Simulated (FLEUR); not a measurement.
# NdSb: exchange couplings by force theorems, part 2 of 2

Wanted: exchange couplings for NdSb, with the cost of each step.

FLEUR MaX-R8.1; LDA (VWN) with U = 6.7 eV, J = 0.7 eV on Nd f; all-electron FLAPW, Dirac cores, scalar-relativistic bands.

So far. Step 2 (Self-consistent state): After 26 cycles the largest moment stands at 3.04 μB.

## 4. Couplings in real space (continued)

J by shell of neighbours. Convention: E = -sum over ordered pairs of J e_i.e_j, unit vectors; induced moments turn with the spiral.

| from | to | distance (Å) | count | J (meV) |
| --- | --- | --- | --- | --- |
| Nd1 | Nd | 4.48 | 12 | -0.0902 |
| Nd1 | Nd | 6.34 | 6 | -0.118 |
| Nd1 | Nd | 7.76 | 24 | 0.0113 |

Pairs that symmetry makes alike are averaged. Farther pairs are folded with their periodic images: they enter the temperatures but not the table.

Derived from these couplings:

- distance up to which pairs are told from their periodic images: 8.963 Å
- largest imaginary part left by the Fourier sum: 3.12e-17 meV
- wavevector of the mean-field order: 0, 0, 0.5 reciprocal lattice
- energy of the cheapest spiral on the q mesh, over sin² of its cone, a magnetic atom: -1.715 meV
- its wavevector: 0, 0, 0.5 reciprocal lattice
- ordering temperature, mean field: 4.320 K

## 5. Another try

An input with a fault is tried, to see how the program answers.

inp.xml

```
<?xml version="1.0" encoding="UTF-8" standalone="no"?>
<fleurInput fleurInputVersion="0.39">
   <comment>
      NdSb
   </comment>
   <calculationSetup>
      <cutoffs Kmax="3.6" Gmax="10.8" GmaxXC="10.8" numbands="0"/>
      <scfLoop itmax="75" minDistance="0.0001" maxIterBroyd="15" imix="Anderson" alpha="0.05" precondParam="0.0" spinf="2.0" sdNocoIR="T"/>
      <coreElectrons ctail="T" frcor="F" kcrel="0" coretail_lmax="0"/>
      <xcFunctional name="vwn" relativisticCorrections="F"/>
      <magnetism jspins="2"/>
      <soc l_soc="F" theta="0.0" phi="0.0" spav="F"/>
      <expertModes spex="0" secvar="F"/>
      <geometryOptimization l_f="F" forcealpha="1.0" forcemix="BFGS" epsdisp="0.00001" epsforce="0.00001"/>
      <ldaU l_linMix="F" mixParam="0.05" spinf="1.0"/>
   </calculationSetup>
   <cell>
      <bzIntegration valenceElectrons="29.0" mode="hist" fermiSmearingEnergy="0.00183747">
         <kPointListSelection listName="default-1"/>
         <xi:include xmlns:xi="http://www.w3.org/2001/XInclude" href="kpts.xml"> </xi:include>
      </bzIntegration>
      <xi:include xmlns:xi="http://www.w3.org/2001/XInclude" href="sym.xml"> </xi:include>
      <bulkLattice scale="1.0">
         <bravaisMatrix>
            <row-1>    0.0000000000000000     5.9885420888573995     5.9885420888573995</row-1>
            <row-2>    5.9885420888573995     0.0000000000000000     5.9885420888573995</row-2>
            <row-3>    5.9885420888573995     5.9885420888573995     0.0000000000000000</row-3>
         </bravaisMatrix>
      </bulkLattice>
   </cell>
   <atomSpecies>
      <species name="Neodymium 3.000" element="Nd" atomicNumber="60">
         <mtSphere radius="3.40" gridPoints="1201" logIncrement="0.0108"/>
         <atomicCutoffs lmax="10" lnonsphr="8"/>
         <electronConfig flipSpins="F">
            <coreConfig>(1s1/2) (2s1/2) (2p1/2) (2p3/2) (3s1/2) (3p1/2) (3p3/2) (4s1/2) (3d3/2) (3d5/2) (4p1/2) (4p3/2) (4d3/2) (4d5/2)</coreConfig>
            <valenceConfig>(5s1/2) (5p1/2) (5p3/2) (6s1/2) (4f5/2) (4f7/2)</valenceConfig>
            <stateOccupation state="(4f5/2)" spinUp="1.2142857142857" spinDown="0.5"/>
            <stateOccupation state="(4f7/2)" spinUp="2.2857142857143" spinDown="0.0"/>
         </electronConfig>
         <energyParameters s="6" p="6" d="5" f="4"/>
         <ldaU l="3" U="6.7" J="0.7" l_amf="F"/>
         <lo type="SCLO" l="0" n="5" eDeriv="0"/>
         <lo type="SCLO" l="1" n="5" eDeriv="0"/>
      </species>
      <species name="Antimony (Sb)" element="Sb" atomicNumber="51">
         <mtSphere radius="3.40" gridPoints="1201" logIncrement="0.0108"/>
         <atomicCutoffs lmax="10" lnonsphr="8"/>
         <electronConfig flipSpins="F">
            <coreConfig>(1s1/2) (2s1/2) (2p1/2) (2p3/2) (3s1/2) (3p1/2) (3p3/2) (4s1/2) (3d3/2) (3d5/2) (4p1/2) (4p3/2)</coreConfig>
            <valenceConfig>(5s1/2) (4d3/2) (4d5/2) (5p1/2) (5p3/2)</valenceConfig>
            <stateOccupation state="(5p1/2)" spinUp="0.500000" spinDown="0.500000"/>
            <stateOccupation state="(5p3/2)" spinUp="1.000000" spinDown="1.000000"/>
         </electronConfig>
         <energyParameters s="5" p="5" d="5" f="4"/>
         <lo type="SCLO" l="2" n="4" eDeriv="0"/>
      </species>
   </atomSpecies>
   <atomGroups>
      <atomGroup species="Neodymium 3.000">
         <relPos label="                   1">.0000000000 .0000000000 .0000000000</relPos>
         <force calculate="T" relaxXYZ="TTT"/>
      </atomGroup>
      <atomGroup species="Antimony (Sb)">
         <relPos label="                   2">1.000/2.000 1.000/2.000 1.000/2.000</relPos>
         <force calculate="T" relaxXYZ="TTT"/>
      </atomGroup>
   </atomGroups>
   <output dos="F" band="F" slice="F">
      <bandDOS minEnergy="-.5*Htr" maxEnergy="0.5*Htr" sigma="0.015" storeEVData="T"/>
      <plotting iplot="0" polar="F">
         <plot TwoD="T" vec1="  1.0  0.0  0.0" vec2="  0.0  1.0  0.0" vec3="  0.0  0.0  1.0" zero="  0.0  0.0  0.0" file="plot"/>
      </plotting>
      <moessbauerParams electricFieldGradient="F" isomerShift="F" coreHyperfine="F" valenceHyperfine="F"/>
   </output>
</fleurInput>
```

crystal.txt

```
NdSb
&input film=F cartesian=F /
0.00000000000  3.16900000000  3.16900000000
3.16900000000  0.00000000000  3.16900000000
3.16900000000  3.16900000000  0.00000000000
1.8897261246
1.0 1.0 1.0

2
60 0.00000000000  0.00000000000  0.00000000000 : 3.000
51 0.50000000000  0.50000000000  0.50000000000

&kpt div1=6 div2=6 div3=6 gamma=T /
```

Started as:

```bash
OMP_NUM_THREADS=1 inpgen -f crystal.txt > inpgen.log  # inp.xml is then edited as shown
OMP_NUM_THREADS=1 mpirun -n 4 fleur_MPI > fleur.log
```

What it wrote:

```text
Welcome to FLEUR        (www.flapw.de)
      MaX-Release 8.1          (www.max-centre.eu)
**************FLEUR-Error*****************
Error message: Overlapping MT-radii of two neighbours detected.
Error occurred in subroutine: chkmt
Error from PE:0/4
*****************************************

Memory (rank 0): 0.032 GB (peak 0.029 GB)
```

The job ended after 2.7 s (4 MPI ranks of Intel Xeon Platinum 8488C (Sapphire Rapids), shared host; peak memory 0.12 GiB).

The program refused the input before any cycle.

The program's message: “Overlapping MT-radii of two neighbours detected.”

The fault in the input: spheres that overlap.

Muffin-tin spheres may not overlap; the radii must fit the shortest distances.

## 6. What came out

```yaml
reference_state_unstable_against_spirals: ferromagnetic
largest_sphere_moment: 3.04 μB
j_nearest_shell: -0.0902 meV
largest_j: -0.118 meV at 6.34 Å
ordering_temperature_mean_field: 4.32 K
```

At the wavevector of the mean-field order the listed pairs alone give a mean-field temperature of 5.5 K, so folded far pairs weigh much and the q mesh is too coarse for these temperatures. A rotation at q = (0, 0, 0.5) lowers the energy, so by its own couplings the state is not the lowest. The couplings rotate rigid moments in a frozen potential; induced moments turn with the spiral and are folded in. Far couplings hang on the mesh, in metals near ones too. Temperatures are for classical spins; for spin S a factor (S+1)/S is a common correction. The state was typed, and no other order was converged beside it, so it need not be the ground state. Couplings of 4f moments can be off twofold either way. Open f shells have many stationary orbital fillings, so the state need not be the lowest, and spin-only moments miss the orbital part.

[Logs and program files are shortened in this print: banners, set-up blocks, solver, clock and traceback lines can be left out without a mark of their own.]

[Logs are printed without paths, hosts, clocks, repeated set-up lines and the standing remarks that a program may print on its own settings, such as how far it seeks lower states.]

[Hosts, paths, dates, database ids (printed as entryN), source tags and the programs' standing remarks are cut or masked in the printed files.]

[Where a cell is said to come from a database of computed structures, the database is the Materials Project.]
